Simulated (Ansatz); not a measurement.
## MnAg2Br2Cl2: relaxing a made-up structure

This structure for MnAg2Br2Cl2 is made up. Its elements were placed in a known structure type with a cell scaled to their sizes. What cell does the guess relax to, and how far off was it?

Program: Ansatz 0.2.0. Level of theory: DFT, PBEsol, plane-wave PAW, files of the set soft_1, scalar-relativistic, ferromagnetic start, cell and ions relaxed at zero pressure; PAW set soft_1. Results are calculated unless marked as measured.

## 1. Set-up

The structure is tetragonal, space group I4/mmm (No. 139). Conventional cell: a = 4.879 Å, b = 4.879 Å, c = 15.523 Å, α = 90.00°, β = 90.00°, γ = 90.00°. Ag has 1 Cl at 3.22 Å and 4 Br at 3.23 Å nearest. Br has 2 Mn at 2.44 Å and 4 Ag at 3.23 Å nearest. Nearest to Mn lie 2 Cl at 2.42 Å and 4 Br at 2.44 Å. Nearest to Cl lie 1 Mn at 2.42 Å and 1 Ag at 3.22 Å. Farther neighbours and most contacts between anions are not listed.

## 2. Relaxing cell and atoms

The guess takes its coordinates from another compound and its volume from a rule, so the cell and any free coordinates are relaxed together.

The input, input.yaml:

```yaml
crystal:
  lattice:
    - [-2.4395, 2.4395, 7.7615]
    - [2.4395, -2.4395, 7.7615]
    - [2.4395, 2.4395, -7.7615]
  atoms:
    - { symbol: Ag, position: [0.6365, 0.6365, 0.0] }
    - { symbol: Ag, position: [0.3635, 0.3635, 0.0] }
    - { symbol: Br, position: [0.0, 0.5, 0.5] }
    - { symbol: Br, position: [0.5, 0.0, 0.5] }
    - { symbol: Mn, position: [0.0, 0.0, 0.0], spin: 4.0 }
    - { symbol: Cl, position: [0.8439, 0.8439, 0.0] }
    - { symbol: Cl, position: [0.1561, 0.1561, 0.0] }
magnetization:
  spin_polarized: true
kpoints:
  mp_grid: { grid: [8, 8, 8] }
scf:
  occupations: { method: fermi_dirac, width: 0.05 }
hamiltonian:
  xc: pbesol
  pseudopotentials: { kind: paw, azcp: { folder: soft_1 }, xc_functional: pbe }
relax:
  f_tol: 0.015
  max_steps: 70
  cell: {}
output:
  forces: true
  stress: true
```

The run is started by

```console
> ansatz run input.yaml --threads 4 --pin off --max-ram 10240MiB --backend cpu --events-out ev --progress --plain --runs-dir out
```

Numbers of over 12 decimals in the logs are rounded to 6 here.

The log of the run:

```text
basis.fft_grid_basis auto: the FFT boxes are laid along the combinations [[1, 0, 1], [0, 1, 1], [0, 0, 1]] of the cell's own vectors, 4.879, 4.879 and 8.494 Å long. The dense box has 36×36×60 points. Along the cell's own vectors, as sized, it would have 60×60×60, 2.78 times as many. Of the 16 symmetry operations that the crystal satisfies within crystal.symmetry.tolerance (time reversal apart; of a slab, those that k [...]
Engine: ansatz 0.2.0, aarch64-unknown-linux-gnu
Pseudopotentials: kind: paw
Pseudopotential: Ag, paw, valence charge 19, recommended cutoff 420 eV (normal), soft_1/Ag.paw.azcp
Pseudopotential: Br, paw, valence charge 7, recommended cutoff 420 eV (normal), soft_1/Br.paw.azcp
Pseudopotential: Mn, paw, valence charge 15, recommended cutoff 420 eV (normal), soft_1/Mn.paw.azcp
Pseudopotential: Cl, paw, valence charge 7, recommended cutoff 420 eV (normal), soft_1/Cl.paw.azcp
Functional definition: PBEsol
  exchange = pbesol_x
  correlation = pbesol_c
Crystal: 7 atoms, lattice volume = 184.760 Å³
Basis set: ecut = 420 eV, 3637 PW (Γ), FFT grids on a1+a3, a2+a3, a3, exchange–correlation on 72×72×120 points (8 copies of the dense FFT grid, shifted against one another)
Bands: 51, of which v1, the nominal top of the filled ones, is band 41 counted from 1 (40 counted from 0)
Symmetry: 16 space group operations
Space group: I4/mmm (ITA 139), of the structure as read, at distance tolerance 5.7e-5 Å
Magnetic group: BNS 139.531 (UNI 1191), of the structure as read, at distance tolerance 5.7e-5 Å
k-points: 59 of 512
Non-local potential: Ag, projectors of the file, l = 0: 3, l = 1: 2, l = 2: 2, l = 3: 1
Non-local potential: Br, projectors of the file, l = 0: 2, l = 1: 2, l = 2: 2
Non-local potential: Mn, projectors of the file, l = 0: 3, l = 1: 2, l = 2: 3, l = 3: 1
Non-local potential: Cl, projectors of the file, l = 0: 2, l = 1: 2, l = 2: 1
PAW form: soft (Blöchl's): semilocal exchange-correlation on the pseudo side does not see the compensation charge
PAW frozen core: Ag, regenerated for the run's functional, and the local potential with it (the file was generated under x = pbe(κ = 0.804, μ = 0.219515), c = pbe(β = 0.066725))
PAW frozen core: Br, regenerated for the run's functional, and the local potential with it (the file was generated under x = pbe(κ = 0.804, μ = 0.219515), c = pbe(β = 0.066725))
PAW frozen core: Mn, regenerated for the run's functional, and the local potential with it (the file was generated under x = pbe(κ = 0.804, μ = 0.219515), c = pbe(β = 0.066725))
PAW frozen core: Cl, regenerated for the run's functional, and the local potential with it (the file was generated under x = pbe(κ = 0.804, μ = 0.219515), c = pbe(β = 0.066725))
PAW one-centre angular grid: Ag, 590 points (default); XC on 64 Gauss nodes
PAW one-centre angular grid: Br, 110 points (default); XC on 64 Gauss nodes
PAW one-centre angular grid: Mn, 590 points (default); XC on 64 Gauss nodes
PAW one-centre angular grid: Cl, 110 points (default); XC on 64 Gauss nodes
Initial density: superposition of atomic densities (chi_scale 0.1, normalization cell, long waves kept (reshape's long-wave potential 0.11 eV rms))
Starting moments: Σ|m| = 4 μB on 1 of 7 sites
Initial wavefunctions: pseudopotential atomic-orbital guess
Functional: x = pbesol(κ = 0.804, μ = 0.123457), c = pbesol(β = 0.046)
SCF iter   1: F=—  HF=-26510.639673 eV  |F-HF|=—  |Δ(HF+E_count)|=         —  Δρ=5.39e-2 (↑5.39e-2 ↓4.00e-2)  dr2=2.00e1  dr2_m=1.80e-1  M=4.467 μB ∫|m|=4.468 μB  β_m=0.30  ethr=3.10e-3  ⟨swp⟩=7.6  Hψ=24741  notcnv=0  defer=27
Mixer restart at iter 1: flushing history
preconditioner: auto → Kerker (q_TF=auto, 2.378 Å⁻¹)  [metal: Δε(μ)=0.025 eV  Ē_g=8.877 eV  σ=0.050 eV  W_gap=0.12  n_scr=32 (ndim 8)  ℏωp=20.6 eV  f_vac=0.109  D(μ)=3.00/eV (n_scr^D=12)]
spin=Collinear: Kerker preconditioning applied to the charge; magnetization (m = ρ↑ − ρ↓) channel mixes plain (no charge-response kernel on spin).
SCF iter   2: F=—  HF=-26509.720185 eV  |F-HF|=—  |Δ(HF+E_count)|=   9.19e-1  Δρ=2.37e-2 (↑2.37e-2 ↓1.71e-2)  dr2=5.20e0  dr2_m=6.57e-2  M=4.520 μB ∫|m|=4.522 μB  β_m=0.40  ethr=3.10e-3  ⟨swp⟩=3.3  Hψ=13082  notcnv=0  defer=294
SCF iter   3: F=—  HF=-26509.108555 eV  |F-HF|=—  |Δ(HF+E_count)|=   6.12e-1  Δρ=8.29e-3 (↑8.29e-3 ↓6.32e-3)  dr2=9.17e-1  dr2_m=1.54e-2  M=4.602 μB ∫|m|=4.609 μB  β_m=0.53  ethr=3.10e-3  ⟨swp⟩=3.0  Hψ=10708  notcnv=0  defer=291
SCF iter   4: F=—  HF=-26508.843872 eV  |F-HF|=—  |Δ(HF+E_count)|=   2.65e-1  Δρ=4.82e-3 (↑3.20e-3 ↓4.82e-3)  dr2=1.29e-1  dr2_m=4.56e-3  M=4.668 μB ∫|m|=4.679 μB  β_m=0.71  ethr=1.13e-3  ⟨swp⟩=2.9  Hψ=11157  notcnv=0  defer=285
SCF iter   5: F=—  HF=-26508.924419 eV  |F-HF|=—  |Δ(HF+E_count)|=         —  Δρ=5.59e-3 (↑2.06e-3 ↓5.59e-3)  dr2=4.70e-2  dr2_m=2.10e-2  M=4.789 μB ∫|m|=4.801 μB  β_m=0.71  ethr=1.59e-4  ⟨swp⟩=2.2  Hψ=10278  notcnv=0  defer=288
Mixer restart at iter 5: flushing history
SCF iter   6: F=—  HF=-26508.941423 eV  |F-HF|=—  |Δ(HF+E_count)|=   1.70e-2  Δρ=2.44e-3 (↑2.18e-3 ↓2.44e-3)  dr2=1.40e-2  dr2_m=7.96e-3  M=4.808 μB ∫|m|=4.820 μB  β_m=0.86  ethr=5.80e-5  ⟨swp⟩=2.4  Hψ=10857  notcnv=0  defer=288
SCF iter   7: F=—  HF=-26508.943195 eV  |F-HF|=—  |Δ(HF+E_count)|=   1.77e-3  Δρ=1.89e-3 (↑1.89e-3 ↓7.52e-4)  dr2=1.31e-2  dr2_m=7.35e-4  M=4.809 μB ∫|m|=4.823 μB  β_m=0.69  ethr=1.73e-5  ⟨swp⟩=2.1  Hψ=11705  notcnv=0  defer=275
SCF iter   8: F=—  HF=-26508.939374 eV  |F-HF|=—  |Δ(HF+E_count)|=   3.82e-3  Δρ=5.03e-4 (↑5.03e-4 ↓4.70e-4)  dr2=4.28e-3  dr2_m=1.04e-5  M=4.816 μB ∫|m|=4.829 μB  β_m=0.85  ethr=1.62e-5  ⟨swp⟩=2.0  Hψ=11387  notcnv=0  defer=272
SCF iter   9: F=—  HF=-26508.940155 eV  |F-HF|=—  |Δ(HF+E_count)|=   7.81e-4  Δρ=2.55e-4 (↑2.34e-4 ↓2.55e-4)  dr2=2.49e-3  dr2_m=1.61e-6  M=4.815 μB ∫|m|=4.827 μB  β_m=0.92  ethr=5.28e-6  ⟨swp⟩=2.1  Hψ=7488  notcnv=0  defer=268
SCF iter  10: F=—  HF=-26508.940318 eV  |F-HF|=—  |Δ(HF+E_count)|=   1.63e-4  Δρ=1.80e-4 (↑1.59e-4 ↓1.80e-4)  dr2=8.28e-4  dr2_m=7.84e-6  M=4.815 μB ∫|m|=4.827 μB  β_m=0.94  ethr=3.08e-6  ⟨swp⟩=2.1  Hψ=7987  notcnv=0  defer=268
SCF iter  11: F=—  HF=-26508.940457 eV  |F-HF|=—  |Δ(HF+E_count)|=   1.39e-4  Δρ=1.62e-4 (↑1.62e-4 ↓6.21e-5)  dr2=1.00e-4  dr2_m=5.64e-6  M=4.816 μB ∫|m|=4.828 μB  β_m=0.97  ethr=1.02e-6  ⟨swp⟩=2.0  Hψ=8352  notcnv=0  defer=268
SCF iter  12: F=—  HF=-26508.940456 eV  |F-HF|=—  |Δ(HF+E_count)|=   1.04e-6  Δρ=2.30e-5 (↑2.30e-5 ↓1.70e-5)  dr2=3.98e-6  dr2_m=4.55e-8  M=4.816 μB ∫|m|=4.829 μB  β_m=0.98  ethr=1.24e-7  ⟨swp⟩=2.0  Hψ=10366  notcnv=0  defer=268
[...]
[... from here on, the SCF cycles and remarks between the steps are left out ...]
relax step   4: F+E_penalty+E_count = -26510.41562172 eV  Δ(F+E_penalty+E_count) = -4.578e-1 eV  max|allowed force component| = 3.006e-1 eV/Å  Δτ_max = 0.1433 Å  P = -0.749 GPa  Ω = 173.705 Å³  energy of the carried Pulay correction = +2.803e-3 eV  (10 SCF iters, dr2 threshold 7.00e-7 eV, accepted)
relax step   5: F+E_penalty+E_count = -26510.66314475 eV  Δ(F+E_penalty+E_count) = -2.475e-1 eV  max|allowed force component| = 5.819e-1 eV/Å  Δτ_max = 0.0874 Å  P = +0.958 GPa  Ω = 168.336 Å³  energy of the carried Pulay correction = +4.228e-3 eV  (11 SCF iters, dr2 threshold 7.00e-7 eV, accepted)
relax step   6: F+E_penalty+E_count = -26510.76497074 eV  Δ(F+E_penalty+E_count) = -1.018e-1 eV  max|allowed force component| = 4.197e-1 eV/Å  Δτ_max = 0.1948 Å  P = +0.945 GPa  Ω = 169.911 Å³  energy of the carried Pulay correction = +3.805e-3 eV  (11 SCF iters, dr2 threshold 7.00e-7 eV, accepted)
relax step   7: F+E_penalty+E_count = -26510.77550887 eV  Δ(F+E_penalty+E_count) = -1.054e-2 eV  max|allowed force component| = 1.622e-1 eV/Å  Δτ_max = 0.0735 Å  P = -0.537 GPa  Ω = 175.210 Å³  energy of the carried Pulay correction = +2.411e-3 eV  (10 SCF iters, dr2 threshold 7.00e-7 eV, accepted)
relax step   8: F+E_penalty+E_count = -26510.78558837 eV  Δ(F+E_penalty+E_count) = -1.008e-2 eV  max|allowed force component| = 7.993e-2 eV/Å  Δτ_max = 0.0249 Å  P = -0.012 GPa  Ω = 173.471 Å³  energy of the carried Pulay correction = +2.864e-3 eV  (7 SCF iters, dr2 threshold 7.00e-7 eV, accepted)
relax step   9: F+E_penalty+E_count = -26510.78620924 eV  Δ(F+E_penalty+E_count) = -6.209e-4 eV  max|allowed force component| = 1.376e-3 eV/Å  Δτ_max = 0.0075 Å  P = -0.003 GPa  Ω = 173.415 Å³  energy of the carried Pulay correction = +2.879e-3 eV  (5 SCF iters, dr2 threshold 3.99e-7 eV, accepted)
relax step  10: F+E_penalty+E_count = -26510.78917526 eV  Δ(F+E_penalty+E_count) = -2.966e-3 eV  max|allowed force component| = 1.633e-3 eV/Å  Δτ_max = 0.0000 Å  P = +0.036 GPa  Ω = 173.415 Å³  stress off target by 6.32e-2 GPa  SCF on the basis re-selected at this cell (its energy is not comparable with the rows above)  (9 SCF iters)
relax step  11: F+E_penalty+E_count = -26510.78919146 eV  Δ(F+E_penalty+E_count) = -1.620e-5 eV  max|allowed force component| = 2.452e-3 eV/Å  Δτ_max = 0.0011 Å  P = -0.003 GPa  Ω = 173.673 Å³  energy of the carried Pulay correction = -4.852e-5 eV  (7 SCF iters, dr2 threshold 9.97e-9 eV, accepted)
iter 1 solved again at ethr=4.94e-7 eV; its pass at ethr=3.10e-3 eV (dr2=4.00e-4 eV) is discarded
SCF iter   1: F=—  HF=-26510.789228 eV  |F-HF|=—  |Δ(HF+E_count)|=         —  Δρ=1.20e-5 (↑1.20e-5 ↓9.94e-6)  dr2=2.19e-8  dr2_m=2.99e-9  M=4.973 μB ∫|m|=4.996 μB  β_m=0.65  ethr=4.94e-7  ⟨swp⟩=3.1  Hψ=40503  notcnv=0
eigensolver tolerance schedule: the retry pair's looser diagonalisation over-reported the residual by 18244.68 of it (diagonalisation noise at an unbounded share of the residual, at the tolerance the schedule requests for it); recorded, not acted on — ethr = c·dr2/N_el stays at c = 1.0e-1
spin=Collinear: Resta preconditioning applied to the charge; magnetization (m = ρ↑ − ρ↓) channel mixes plain (no charge-response kernel on spin).
SCF iter   2: F=—  HF=-26510.789244 eV  |F-HF|=—  |Δ(HF+E_count)|=   1.57e-5  Δρ=4.29e-6 (↑4.29e-6 ↓3.61e-6)  dr2=4.27e-9  dr2_m=4.01e-10  M=4.973 μB ∫|m|=4.996 μB  β_m=0.59  ethr=2.71e-11  ⟨swp⟩=4.2  Hψ=15576  notcnv=0
SCF iter   3: F=—  HF=-26510.789246 eV  |F-HF|=—  |Δ(HF+E_count)|=   2.18e-6  Δρ=1.54e-6 (↑1.54e-6 ↓1.29e-6)  dr2=4.89e-10  dr2_m=5.88e-11  M=4.973 μB ∫|m|=4.996 μB  β_m=0.73  ethr=5.27e-12  ⟨swp⟩=2.0  Hψ=9086  notcnv=0
SCF iter   4: F=—  HF=-26510.789246 eV  |F-HF|=—  |Δ(HF+E_count)|=   2.75e-7  Δρ=6.52e-8 (↑6.52e-8 ↓6.37e-8)  dr2=1.91e-11  dr2_m=1.76e-12  M=4.973 μB ∫|m|=4.996 μB  β_m=0.71  ethr=1.00e-12  ⟨swp⟩=2.0  Hψ=9209  notcnv=0
SCF iter   5: F=-26510.789246 eV  HF=-26510.789246 eV  |F-HF|=7.28e-12  |Δ(HF+E_count)|=  8.00e-11  Δρ=7.67e-8 (↑4.27e-8 ↓7.67e-8)  dr2=3.21e-11  dr2_m=8.89e-13  M=4.973 μB ∫|m|=4.996 μB  ethr=1.00e-12  ⟨swp⟩=2.3  Hψ=17407  notcnv=0
SCF 12 converged in 5 iterations: F = -26510.789246 eV  dr2 = 3.21e-11
relax step  12: F+E_penalty+E_count = -26510.78924611 eV  Δ(F+E_penalty+E_count) = -5.464e-5 eV  max|allowed force component| = 2.456e-3 eV/Å  Δτ_max = 0.0000 Å  P = -0.003 GPa  Ω = 173.673 Å³  stress off target by 4.26e-3 GPa  SCF on the basis re-selected at this cell (its energy is not comparable with the rows above)  (5 SCF iters)
basis re-selected at this cell: Δ(F+E_penalty+E_count) = -5.464e-5 eV, ΔP = -0.000 GPa vs the last step (what re-selecting the basis moved, of the pressure what is left beyond the Pulay correction that the steps carried, after the strain that the cell walked since its last selection, with what the two solves' SCF thresholds leave and, on support functions, any second-order correction that the steps lacked; it is no m [...]
SCF converged after 5 iterations
Magnetization: 4.9730 μB (42.9865 up, 38.0135 down)
Absolute magnetization: 4.9958 μB (∫|ρ↑−ρ↓|, with the PAW one-centre terms)
Spin contamination: 0.0142 ħ² per cell (⟨S²⟩ above its minimum at these occupations)
Per-site moments (μB) at R_I (Å): [(0.013540, 0.996671), (0.013540, 0.996671), (0.058192, 1.099792), (0.058192, 1.099792), (4.121153, 0.967275), (0.057436, 0.967275), (0.057436, 0.967275)]
Free energy (F): -26510.789246 eV
Harris-Foulkes:  -26510.789246 eV  (|F-HF|=7.28e-12)
Internal energy: -26510.783961 eV  (E = F + TS)
E sigma→0 (E₀):  -26510.786604 eV
Entropy (-TS):   -0.005285 eV (-0.755 meV/atom)
Fermi energy:    6.215686 eV
--- Per-component energies (eV) ---
  E_band       = -1238.091886
  E_kinetic    = 1817.567793
  E_local      = -11107.042205  (includes V_loc(G=0)·N_el)
  E_nonlocal   = 710.857856
  E_hartree    = 4851.370002
  E_xc         = -1019.392299
  E_vxc        = -980.884401  (∫ρ·V_xc dr)
  E_paw        = -14905.454639  (= ΣΔE_a)
  E_vpaw       = -1381.332377  (= ΣTr[D̂ρ^β])
  E_aug_tail   = 0.001061  (compensation charges beyond the density's cutoff)
  E_ewald      = -6859.848067
  E_core_change = 1.156537  (= ΣΔE_core)
  E_smearing   = -0.005285  (= −TS)
  E_closure    = -0.000000  (closes the sum)
  Σ components = -26510.789246   (vs F -26510.789246, Δ=0.00e0)
--- Forces (eV/Å), atoms counted from 1 ---
  atom   1  Ag     0.00000000     0.00000000     0.00166553
  atom   2  Ag     0.00000000     0.00000000    -0.00166553
  atom   3  Br     0.00000000    -0.00000000     0.00000000
  atom   4  Br     0.00000000    -0.00000000     0.00000000
  atom   5  Mn    -0.00000000     0.00000000     0.00000000
  atom   6  Cl     0.00000000    -0.00000000     0.00245632
  atom   7  Cl     0.00000000     0.00000000    -0.00245632
  max |Σ_I F_I| component: 2.82e-18 eV/Å
--- Stress (GPa, compression-positive) ---
       -0.004256       0.000000       0.000000
        0.000000      -0.004256      -0.000000
        0.000000       0.000000      -0.000782
  P = ⅓ Tr σ = -0.0031 GPa (-0.031 kbar)
--- Relaxed structure (10 steps of the walk, 10 accepted, 2 SCFs on fresh bases) ---
  F+E_penalty+E_count = -26510.78924611 eV   max|allowed force component| = 2.456e-3 eV/Å   (the final SCF, on the basis selected at the relaxed cell)
  cell:  # Å, volume = 173.6735 Å³
    - [-2.666163, 2.666163, 6.108012]
    - [2.666163, -2.666163, 6.108012]
    - [2.666163, 2.666163, -6.108012]
  atoms:
    - { symbol: Ag, position: [0.610259, 0.610259, 0] }
    - { symbol: Ag, position: [0.389741, 0.389741, 0] }
    - { symbol: Br, position: [8.326508249870265e-19, 0.5, 0.5] }
    - { symbol: Br, position: [0.5, 8.326508249870278e-19, 0.5] }
    - { symbol: Mn, position: [8.326508249870267e-19, 8.326508249870264e-19, 0] }
    - { symbol: Cl, position: [0.808047, 0.808047, 0] }
    - { symbol: Cl, position: [0.191953, 0.191953, 0] }
```

The job ended after 3.4 min (4 threads of Arm Neoverse V1, shared host; peak memory 1.1 GiB; 13 min of CPU time).

The steps of the relaxation:

```tsv
step	energy less that of the first step (eV)	largest force component (eV/Å)	pressure (GPa)	volume (Å³)
1	0.0000	0.7179	0.18	184.76
2	-0.4980	0.6490	-0.53	180.75
3	-1.0174	0.6081	-0.67	176.22
4	-1.4752	0.3006	-0.75	173.70
5	-1.7227	0.5819	0.96	168.34
6	-1.8245	0.4197	0.94	169.91
7	-1.8351	0.1622	-0.54	175.21
8	-1.8451	0.0799	-0.01	173.47
9	-1.8458	0.0014	0.00	173.42
10*	-1.8487	0.0016	0.04	173.42
11	-1.8488	0.0025	0.00	173.67
12*	-1.8488	0.0025	0.00	173.67
```

Relaxation steps marked * repeat the geometry before them on a plane-wave basis chosen anew for their cell, so energy and pressure can jump there.

The run keeps the 16 symmetry operations that it works with, so distortions that break them were not tested.

```tsv
cell as run	before	after	change
a (Å)	8.494	7.178	-15.5 %
b (Å)	8.494	7.178	-15.5 %
c (Å)	8.494	7.178	-15.5 %
α (°)	146.62	136.39	-7.0 %
β (°)	146.62	136.39	-7.0 %
γ (°)	47.93	63.37	+32.2 %
volume (Å³/atom)	26.39	24.81	-6.0 %
```

The atoms that moved most (Å, as changes of fractional coordinates times the final cell):

```tsv
atom	dx	dy	dz	length
Cl7	0.000	0.000	0.438	0.438
Cl6	0.000	0.000	-0.438	0.438
Ag2	0.000	0.000	0.321	0.321
Ag1	0.000	0.000	-0.321	0.321
```

The relaxed structure:

```xyz
7
Lattice="-2.6662 2.6662 6.1080 2.6662 -2.6662 6.1080 2.6662 2.6662 -6.1080" Properties=species:S:1:pos:R:3 pbc="T T T"
Ag    0.0000    0.0000    7.4549
Ag    0.0000    0.0000    4.7611
Br    2.6662    0.0000    0.0000
Br    0.0000    2.6662    0.0000
Mn    0.0000    0.0000    0.0000
Cl    0.0000    0.0000    9.8711
Cl    0.0000    0.0000    2.3449
```

Numbers from this step:

- free energy: -26510.7892 eV
- energy at zero smearing: -26510.7866 eV
- smearing term TS: 0.005285 eV
- Fermi energy: 6.216 eV
- magnetization: 4.973 μB
- absolute magnetization: 4.996 μB
- site moments: 0.01354, 0.01354, 0.05819, 0.05819, 4.121, 0.05744, 0.05744 μB
- electrons: 81
- symmetry operations: 16
- pressure: -0.003098 GPa

Site moment by atom:

```tsv
atom	site moment (μB)
Ag1	0.01
Ag2	0.01
Br3	0.06
Br4	0.06
Mn5	4.12
Cl6	0.06
Cl7	0.06
```

Shortest distances by pair of elements, guess and relaxed (not always the same contact):

```tsv
pair	guess (Å)	relaxed (Å)
Cl–Mn	2.423	2.345
Ag–Cl	3.219	2.416
Br–Mn	2.439	2.666
Ag–Ag	4.238	2.694
Ag–Br	3.231	2.987
```

The relaxation ends with a largest force component of 0.0025 eV/Å and a pressure of 0.00 GPa.

## 3. Results

```json
{
  "space group, relaxed": "I4/mmm",
  "conventional cell": "a = 5.332, b = 5.332, c = 12.216 Å; α = 90.0°, β = 90.0°, γ = 90.0°",
  "volume per atom": "24.81 Å³ (guess 26.39)",
  "total moment": "4.97 μB in the cell of 7 atoms"
}
```

**Reading.** MnAg2Br2Cl2 relaxes to I4/mmm with a = 5.332, b = 5.332 and c = 12.216 Å. The guessed volume was 6 % too large. The space group I4/mmm was held in the relaxation, so the end point is a stationary structure within it and may be a saddle against distortions or other arrangements. The input starts from parallel moments, and no other start was typed. Mesh and cutoff weren't tested. A vector of the cell changed its length by 15 %, more than the volume shows. No dispersion term is used, so weakly bound directions may come out too long. Nothing here tests whether the compound is stable against decomposition.

[Logs are printed without paths, hosts, clocks, repeated set-up lines and the standing remarks that a program may print on its own settings, such as how far it seeks lower states.]

[Hosts, paths, dates, database ids (printed as entryN), source tags and the programs' standing remarks are cut or masked in the printed files.]
